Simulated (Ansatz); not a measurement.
# Cr2CO2 MXene monolayer in a perpendicular field

What dipole does a perpendicular field induce in the Cr2CO2 MXene monolayer? A positive field points along +c.

Calculated with Ansatz 0.2.0; plane-wave DFT, PBE-D3(BJ), Ansatz PAW.

This is a report of a sequence of runs, with most program output left out.

### Step 1. Starting point

The cell holds 5 atoms: 2 O, 2 Cr and 1 C. Cell: a = 2.836 Å, b = 2.836 Å, c = 39.409 Å, α = 90.0°, β = 90.0°, γ = 120.0°. Vacuum lies along c.

Structure file:

```cif
data_structure
_symmetry_space_group_name_H-M 'P 1'
_symmetry_Int_Tables_number 1
_cell_length_a 2.8360
_cell_length_b 2.8360
_cell_length_c 39.4088
_cell_angle_alpha 90.000
_cell_angle_beta 90.000
_cell_angle_gamma 120.000
_cell_volume 274.49
loop_
_atom_site_label
_atom_site_type_symbol
_atom_site_fract_x
_atom_site_fract_y
_atom_site_fract_z
_atom_site_occupancy
O1 O 0.33333 0.66667 0.44660 1
Cr2 Cr 0.66667 0.33333 0.47161 1
C3 C 0.00000 0.00000 0.50000 1
Cr4 Cr 0.33333 0.66667 0.52839 1
O5 O 0.66667 0.33333 0.55340 1
```

### Step 2. Relaxation

The starting cell is a guess, so the in-plane lattice and the atoms are relaxed first, with the slab cut off from its images along the normal.

The input, input.yaml:

```yaml
crystal:
  lattice:
    - [2.835976, 0.0, 0.0]
    - [-1.417988, 2.4560272605, 0.0]
    - [0.0, 0.0, 39.4087888496]
  atoms:
    - { symbol: O, position: [0.3333333333, 0.6666666667, 0.4466008856] }
    - { symbol: Cr, position: [0.6666666667, 0.3333333333, 0.4716053042], spin: 2.0 }
    - { symbol: C, position: [0.0, 0.0, 0.5] }
    - { symbol: Cr, position: [0.3333333333, 0.6666666667, 0.5283946958], spin: 2.0 }
    - { symbol: O, position: [0.6666666667, 0.3333333333, 0.5533991144] }
  periodic: [true, true, false]
magnetization:
  spin_polarized: true
kpoints:
  mp_grid: { grid: [12, 12, 1] }
hamiltonian:
  xc: pbe
  dispersion: d3bj
scf:
  occupations: { method: fermi_dirac, width: 0.05 }
  convergence: { dr2_threshold: 1.0e-09 }
relax:
  f_tol: 0.004
  max_steps: 90
  cell: {}
output:
  write_potential: true
  write_density: true
  volumetric_format: npy
```

Run with:

```
> ansatz run input.yaml --threads 2 --pin off --max-ram 3072MiB --backend cpu --events-out ev --progress --plain --runs-dir out
```

Wall time 1.7 min (2 threads of Intel Xeon Platinum 8488C (Sapphire Rapids), shared host); peak memory 0.7 GiB.

The steps of the relaxation:

```
step  energy less that of the first step (eV)  largest force component (eV/Å)  volume (Å³)
   1                                   0.0000                          0.7987       274.49
   2                                  -0.1240                          0.6134       271.03
   3                                  -0.1668                          0.5662       272.84
   4                                  -0.2329                          0.0760       282.21
   5                                  -0.2328                          0.0212       282.79
   6                                  -0.2333                          0.0087       282.38
   7                                  -0.2335                          0.0032       282.14
  8*                                  -0.2402                          0.0036       282.14
   9                                  -0.2400                          0.0003       282.49
 10*                                  -0.2402                          0.0003       282.49
```

Relaxation steps marked * repeat the geometry before them on a plane-wave basis chosen anew for their cell, so energy and pressure can jump there.

Forces are held to the 12 operations that the run works with; a distortion that breaks them can't arise in this run.

```
cell as run  before  after  change
      a (Å)   2.836  2.877  +1.4 %
      b (Å)   2.836  2.877  +1.4 %
```

The atoms that moved most (Å, along periodic axes as changes of fractional coordinates times the final cell, across vacuum about the mean position):

```
atom     dx     dy      dz  length
 Cr2  0.000  0.000  -0.159   0.159
 Cr4  0.000  0.000   0.159   0.159
  O1  0.000  0.000  -0.103   0.103
  O5  0.000  0.000   0.103   0.103
```

Final coordinates:

```xyz
5
Lattice="2.8770 0.0000 0.0000 -1.4385 2.4916 0.0000 0.0000 0.0000 39.4088" Properties=species:S:1:pos:R:3
O     0.0000    1.6610   17.4968
Cr    1.4385    0.8305   18.4264
C     0.0000    0.0000   19.7044
Cr    0.0000    1.6610   20.9824
O     1.4385    0.8305   21.9120
```

This step gave:

```
energy at zero smearing : -8141.7675 eV
total moment            : 3.969 μB
site moments            : -0.003488, 1.716, -0.2100, 1.716, -0.003488 μB
```

Site moment by atom:

```
atom  site moment (μB)
  O1              0.00
 Cr2              1.72
  C3             -0.21
 Cr4              1.72
  O5              0.00
```

The lattice constant a goes from 2.836 to 2.877 Å.

### Step 3. Atoms held, field 0

A sawtooth potential applies the field, turning back in the middle of the vacuum. With the dipole correction the typed value is the field outside the slab. The induced dipole is small, so the SCF threshold is tight.

The cell differs from the one that the last finished run ended in (c 39.409 → 22.415 Å).

The input, input.yaml:

```yaml
crystal:
  lattice:
    - [2.8770013634, 0.0, 0.0]
    - [-1.4385006817, 2.4915562674, 0.0]
    - [0.0, 0.0, 22.4151339854]
  atoms:
    - { symbol: O, position: [0.3333333333, 0.6666666667, 0.4015144414] }
    - { symbol: Cr, position: [0.6666666667, 0.3333333333, 0.4429866788], spin: 1.72 }
    - { symbol: C, position: [0.0, 0.0, 0.5], spin: -0.21 }
    - { symbol: Cr, position: [0.3333333333, 0.6666666667, 0.5570133212], spin: 1.72 }
    - { symbol: O, position: [0.6666666667, 0.3333333333, 0.5984855586] }
magnetization:
  spin_polarized: true
kpoints:
  mp_grid: { grid: [18, 18, 1] }
  band_path:
    path: [[0, 0, 0], [0.5, 0, 0], [0.33333333, 0.33333333, 0], [0, 0, 0]]
    npoints: 16
hamiltonian:
  xc: pbe
  dispersion: d3bj
scf:
  occupations: { method: fermi_dirac, width: 0.02585 }
  convergence: { dr2_threshold: 1.0e-10 }
efield:
  axis: 3
  dipole_correction: true
  ramp_position: 0.97
  ramp_width: 0.06
  amplitude: 0
output:
  dos: { projected: true, e_range: [-6, 5] }
  write_potential: true
  write_density: true
  volumetric_format: npy
  elf: true
```

Run time: 38 s. Hardware: 2 threads; peak memory 0.67 GiB.

Numbers from this step:

| Quantity | Value |
| --- | --- |
| energy at zero smearing | -8141.7677 eV |
| total moment | 3.992 μB |
| site moments | -8.27e-4, 1.723, -0.2103, 1.723, -8.27e-4 μB |
| work function, upper face | 6.220 eV |
| dipole along the normal | -6.47e-7 e·Å |

Running mean over a fixed 2.5 Å (it still follows the layers) of the planar mean; the ramp of the sawtooth is left out. Table of electron's electrostatic potential energy less the Fermi level by z:

z (Å), electron's electrostatic potential energy less the Fermi level (eV) and a bar from the least value:
```
     2.99        6.2 ##############################
     3.44        6.2 ##############################
     3.89        6.2 ##############################
     4.33        6.2 ##############################
     4.78        6.2 ##############################
     5.23        6.2 ##############################
     5.68        6.2 ##############################
     6.13        6.2 ##############################
     6.58        6.2 ##############################
     7.02        6.0 ##############################
     7.47        4.9 ############################
     7.92        2.4 #######################
     8.37       -1.0 #################
     8.82       -4.5 ###########
     9.26       -7.6 ######
     9.71       -9.8 ##
    10.16      -11.0 
    10.61      -10.6 #
    11.06      -10.2 #
    11.36      -10.2 #
    11.81      -10.6 #
    12.25      -11.0 
    12.70       -9.8 ##
    13.15       -7.6 ######
    13.60       -4.5 ###########
    14.05       -1.0 #################
    14.50        2.4 #######################
    14.94        4.9 ############################
    15.39        6.0 ##############################
    15.84        6.2 ##############################
    16.29        6.2 ##############################
    16.74        6.2 ##############################
    17.18        6.2 ##############################
    17.63        6.2 ##############################
    18.08        6.2 ##############################
    18.53        6.2 ##############################
    18.98        6.2 ##############################
    19.43        6.2 ##############################
```

The density of states has structure finer than the step of the table below, so its rows give means over 0.25 eV, whole bins alone (the curve runs from -6 to 1.99 eV). Peaks (eV: height): total -5.670: 8.14, -4.700: 13.0, -4.480: 9.15, -0.680: 8.72, 0.310: 8.13, 1.360: 11.6, 1.500: 12.0; up -5.750: 6.46, -5.200: 7.63, -5.090: 5.49, -0.870: 5.45, -0.680: 8.63, 0.310: 7.19, 1.500: 10.2; down -5.670: 6.60, -4.700: 8.88, -4.480: 7.72, -4.430: 6.58, 1.200: 5.56, 1.360: 9.85, 1.910: 7.04.

Table of density of states by energy, zero at the Fermi level; means over each step; values in states/eV a cell:

```
energy (eV)  total     up    down
      -5.75   5.50   3.07    2.44
      -5.50   4.13   1.47    2.66
      -5.25   5.14   3.54    1.60
      -5.00   5.20   3.25    1.95
      -4.75   8.00   2.89    5.11
      -4.50   4.92   1.57    3.35
      -4.25   2.31   1.29    1.02
      -4.00   2.31   1.06    1.25
      -3.75   1.50  0.679   0.820
      -3.50   2.66   1.13    1.52
      -3.25   2.44   1.07    1.37
      -3.00   2.47   1.50   0.970
      -2.75   3.30   2.00    1.30
      -2.50   2.68  0.992    1.69
      -2.25   1.75  0.532    1.22
      -2.00   1.17  0.415   0.752
      -1.75  0.793  0.243   0.550
      -1.50   2.34   1.61   0.731
      -1.25   3.32   3.05   0.267
      -1.00   3.23   3.08   0.145
      -0.75   4.88   4.78   0.102
      -0.50   1.78   1.74  0.0460
      -0.25   1.59   1.59       0
       0.00   2.56   2.41   0.158
       0.25   4.26   3.38   0.883
       0.50   5.09   2.98    2.11
       0.75   1.31  0.316   0.998
       1.00   1.61      0    1.61
       1.25   4.90  0.205    4.69
       1.50   5.69   3.48    2.22
       1.75   2.75   1.28    1.47
```

Projected DOS per atom over height of the atomic layer and energy from the Fermi level. Layers: O Cr C Cr O from below.

Ten even steps from '0' (0.06 states/eV) to '9' (2.29 states/eV), each cell a mean:
```
06060
18081
05050
02020
16361
03130
02020
06060
04040
13131
00000
01210
11311
11311
11211
11111
21112
51015
93139
64146
42324
63336
```
Columns: height of the atomic layer (Å) from 9 to 13.4 (not evenly spaced); rows upwards: energy from the Fermi level (eV) from -5.96 to 1.96.

Projected DOS per atom, spin up over height of the atomic layer and energy from the Fermi level. Layers: O Cr C Cr O from below.

Values in states/eV, 22 rows by 5 columns, each cell a mean:
```
0.12 0.23 0.05 0.23 0.12
0.38 0.77 0.05 0.77 0.38
0.00 0.00 0.00 0.00 0.00
0.12 0.23 0.18 0.23 0.12
0.30 0.92 0.69 0.92 0.30
0.20 0.72 0.42 0.72 0.20
0.10 0.67 0.11 0.67 0.10
0.26 1.53 0.12 1.53 0.26
0.20 0.98 0.10 0.98 0.20
0.23 0.86 0.13 0.86 0.23
0.03 0.10 0.04 0.10 0.03
0.05 0.15 0.08 0.15 0.05
0.16 0.28 0.31 0.28 0.16
0.29 0.35 0.49 0.35 0.29
0.19 0.21 0.28 0.21 0.19
0.22 0.18 0.24 0.18 0.22
0.21 0.24 0.17 0.24 0.21
0.34 0.25 0.15 0.25 0.34
0.87 0.30 0.10 0.30 0.87
1.06 0.76 0.25 0.76 1.06
0.38 0.38 0.22 0.38 0.38
0.58 0.47 0.59 0.47 0.58
```
Columns: height of the atomic layer (Å) from 9 to 13.4 (not evenly spaced); rows upwards: energy from the Fermi level (eV) from -5.96 to 1.96.

Projected DOS per atom, spin down over height of the atomic layer and energy from the Fermi level. Layers: O Cr C Cr O from below.

Ten even steps from '0' (0.00 states/eV) to '9' (1.42 states/eV), each cell a mean:
```
09190
09090
08080
03030
04040
00000
00000
00000
00000
00100
00100
11311
11411
10201
21212
10101
21112
51015
94249
21112
42424
52125
```
Columns: height of the atomic layer (Å) from 9 to 13.4 (not evenly spaced); rows upwards: energy from the Fermi level (eV) from -5.96 to 1.96.

Deep bands are left out, so band numbers here count from the lowest band kept and differ from the log's. The electronic bands at the labelled points (eV, zero at the Fermi level; # counts the bands kept):

```
  point  up #12  up #13  up #14  up #15  down #8  down #9  down #10  down #11
      Γ   -0.37   -0.37   -0.31    0.33    -0.39    -0.39      0.40      0.40
halfway   -0.68    0.14    0.31    0.66    -1.91    -1.87      0.35      1.03
      M   -0.65   -0.56   -0.44    0.30    -2.57    -2.10      0.04      1.12
halfway   -0.71   -0.42    0.05    0.31    -3.11    -2.81      0.62      1.15
      K   -1.03   -0.12    0.32    0.32    -3.38    -3.38      0.86      1.32
halfway   -0.64   -0.08    0.42    0.56    -2.71    -2.12      0.52      1.29
      Γ   -0.37   -0.37   -0.31    0.33    -0.39    -0.39      0.40      0.40
```

Spin density in the ca plane at fractional y = 0.333, with atoms of Cr and O within 0.2 Å of it.

Ten even steps from '0' (0.0 e/Å³) to '9' (2.6 e/Å³), each cell a mean:
```
00000000000000000000110000000000000000000000
00000000000000000002652000000000000000000000
00000000000000000004993000000000000000000000
00000000000000000002541000000000000000000000
00000000000000000000110000000000000000000000
00000000000000000000000000000000000000000000
00000000000000000000000000000000000000000000
00000000000000000000000000000000000000000000
```
Columns run along c (16.0 Å, from fractional 0.11 to 0.83 of the cell), rows up along a (2.9 Å). Atoms in or near the plane, at fractional coordinates: Cr at (0.44, 0.67), O at (0.60, 0.67).

ELF in the ca plane at fractional y = 0.333, with atoms of Cr and O within 0.2 Å of it. It is the smooth field of the valence electrons, not physical close to the nuclei.

Ten even steps from '0' (0.00) to '9' (0.93), each cell a mean:
```
00000000000000000001212432343114788631000000
00000000000000000000127984111137778852000000
00000000000000000000038995111147558852000000
00000000000000000000126873121137778752000000
00000000000000000012322332453113677520000000
00000000000000000125653114674111232100000000
00000000000000000136774226775121100000000000
00000000000000000024652114664111233100000000
```
Columns run along c (16.0 Å, from fractional 0.07 to 0.78 of the cell), rows up along a (2.9 Å). Atoms in or near the plane, at fractional coordinates: Cr at (0.44, 0.67), O at (0.60, 0.67).

ELF of down spins in the ca plane at fractional y = 0.333, with atoms of Cr and O within 0.2 Å of it. It is the smooth field of the valence electrons, not physical close to the nuclei.

Ten even steps from '0' (0.00) to '9' (0.93), each cell a mean:
```
00000000000000001222442354113788641000000000
00000000000000000006995111127768862000000000
00000000000000000018996111137648863100000000
00000000000000000005884122126878852000000000
00000000000000012322332454112687631000000000
00000000000000024664114776210133100000000000
00000000000000135776225786210000000000000000
00000000000000024663113676200244210000000000
```
Columns run along c (16.0 Å, from fractional 0.11 to 0.83 of the cell), rows up along a (2.9 Å). Atoms in or near the plane, at fractional coordinates: Cr at (0.44, 0.67), O at (0.60, 0.67).

The work function of the upper face is 6.22 eV.

### Step 4. Atoms held, field 0.1 V/Å

input.yaml, as its differences from that of step 3:

```diff
@@ -29,5 +29,4 @@
   ramp_width: 0.06
-  amplitude: 0
+  amplitude: 0.1
 output:
-  dos: { projected: true, e_range: [-6, 5] }
   write_potential: true
@@ -35,2 +34 @@
   volumetric_format: npy
-  elf: true
```

It took 36 s on 2 threads; peak memory 0.67 GiB.

The dipole is 0.0218 e·Å.

### Step 5. Single point, field -0.1 V/Å

input.yaml, as its differences from that of step 4:

```diff
@@ -29,3 +29,3 @@
   ramp_width: 0.06
-  amplitude: 0.1
+  amplitude: -0.1
 output:
```

Wall time 34 s (2 threads); peak memory 0.67 GiB.

The dipole is -0.0218 e·Å.

### Step 6. Response, atoms held

This step: plane-wave DFT, PBE-D3(BJ), Ansatz PAW; response to a field along the normal, atoms held (Ansatz 0.2.0).

The dipoles give the slope, and the difference of two potentials shows where the field is screened.

This step gave:

| Property | Result |
| --- | --- |
| equivalent conductor thickness p/(ε₀AE) | 5.500 Å |
| distance between the outer atoms | 4.415 Å |

The dipole of the cell by applied field:

```
applied field (V/Å)  dipole of the cell (e·Å)
            -0.1000                   -0.0218
             0.0000                   -6.5e-7
             0.1000                    0.0218
```

The total moment stays at 3.99 μB for applied field from -0.1 to 0.1 V/Å.

Local field over the applied field, running mean. From the potentials at -0.1 and 0.1 V/Å; running mean over 2.5 Å. Local field over applied field against z:

```
z (Å)  local field over applied field
 4.03                           1.000
 4.48                           1.000
 4.78                           1.000
 5.23                           0.999
 5.53                           0.998
 5.98                           0.994
 6.43                           0.981
 6.72                           0.961
 7.17                           0.897
 7.47                           0.824
 7.92                           0.687
 8.37                           0.527
 8.67                           0.418
 9.12                           0.263
 9.41                           0.175
 9.86                          0.0842
10.31                          0.0393
10.61                          0.0234
11.06                          0.0150
11.36                          0.0150
11.81                          0.0234
12.10                          0.0393
12.55                          0.0842
13.00                           0.175
13.30                           0.263
13.75                           0.418
14.05                           0.527
14.50                           0.687
14.94                           0.824
15.24                           0.897
15.69                           0.961
15.99                           0.981
16.44                           0.994
16.89                           0.998
17.18                           0.999
17.63                           1.000
17.93                           1.000
18.38                           1.000
```

Electrons, planar mean, per unit field. Table of induced electron density by z:

```
z (Å)  induced electron density (e/Å³ per V/Å)
 4.03                                   1.4e-7
 4.48                                   3.9e-7
 4.78                                   8.2e-7
 5.23                                   3.0e-6
 5.53                                   6.6e-6
 5.98                                   2.2e-5
 6.43                                   7.2e-5
 6.72                                   1.6e-4
 7.17                                   4.7e-4
 7.47                                   9.5e-4
 7.92                                  0.00239
 8.37                                  0.00402
 8.67                                  0.00304
 9.12                                  0.00185
 9.41                                  0.00120
 9.86                                   5.3e-4
10.31                                   3.0e-5
10.61                                   1.2e-4
11.06                                  -1.4e-4
11.36                                   1.4e-4
11.81                                  -1.2e-4
12.10                                  -3.0e-5
12.55                                  -5.3e-4
13.00                                 -0.00120
13.30                                 -0.00185
13.75                                 -0.00304
14.05                                 -0.00402
14.50                                 -0.00239
14.94                                  -9.5e-4
15.24                                  -4.7e-4
15.69                                  -1.6e-4
15.99                                  -7.2e-5
16.44                                  -2.2e-5
16.89                                  -6.6e-6
17.18                                  -3.0e-6
17.63                                  -8.2e-7
17.93                                  -3.9e-7
18.38                                  -1.4e-7
```

By hand: between -0.1 and 0.1 V/Å the dipole changes by 0.04358 e·Å, a slope of 0.2179 e·Å²/V. A perfect conductor of thickness t has p = ε₀AEt, so t = 180.95 × 0.2179 / 7.168 = 5.50 Å (e/ε₀ = 180.95 V·Å, A in Å²).

The induced dipole is that of a conductor 5.50 Å thick.

### Step 7. Summary of results

| Quantity | Value |
| --- | --- |
| gap without field | none |
| work function, upper face | 6.22 eV |
| equivalent conductor thickness, atoms held | 5.50 Å |

The induced dipole equals that of a perfect conductor 5.50 Å thick, while the outer atoms lie 4.42 Å apart. There is no gap over 0.03 eV, with or without the field. For an open d or f shell that can be the fault of a semilocal functional without a Hubbard term. The magnetic order is the one reached from the typed start; other orders were not compared. The MXene's terminations sit over the metal atoms of its far layer; the site over carbon or nitrogen, which some compounds prefer, was not run.

[Logs are printed without paths, hosts, clocks, repeated set-up lines and the standing remarks that a program may print on its own settings, such as how far it seeks lower states.]

[Hosts, paths, dates, database ids (printed as entryN), source tags and the programs' standing remarks are cut or masked in the printed files.]

[Maps of the electrostatic potential energy from Ansatz leave out the sawtooth potential of an applied field or a dipole correction, so their vacuum need not be flat; planar profiles and work functions include it.]
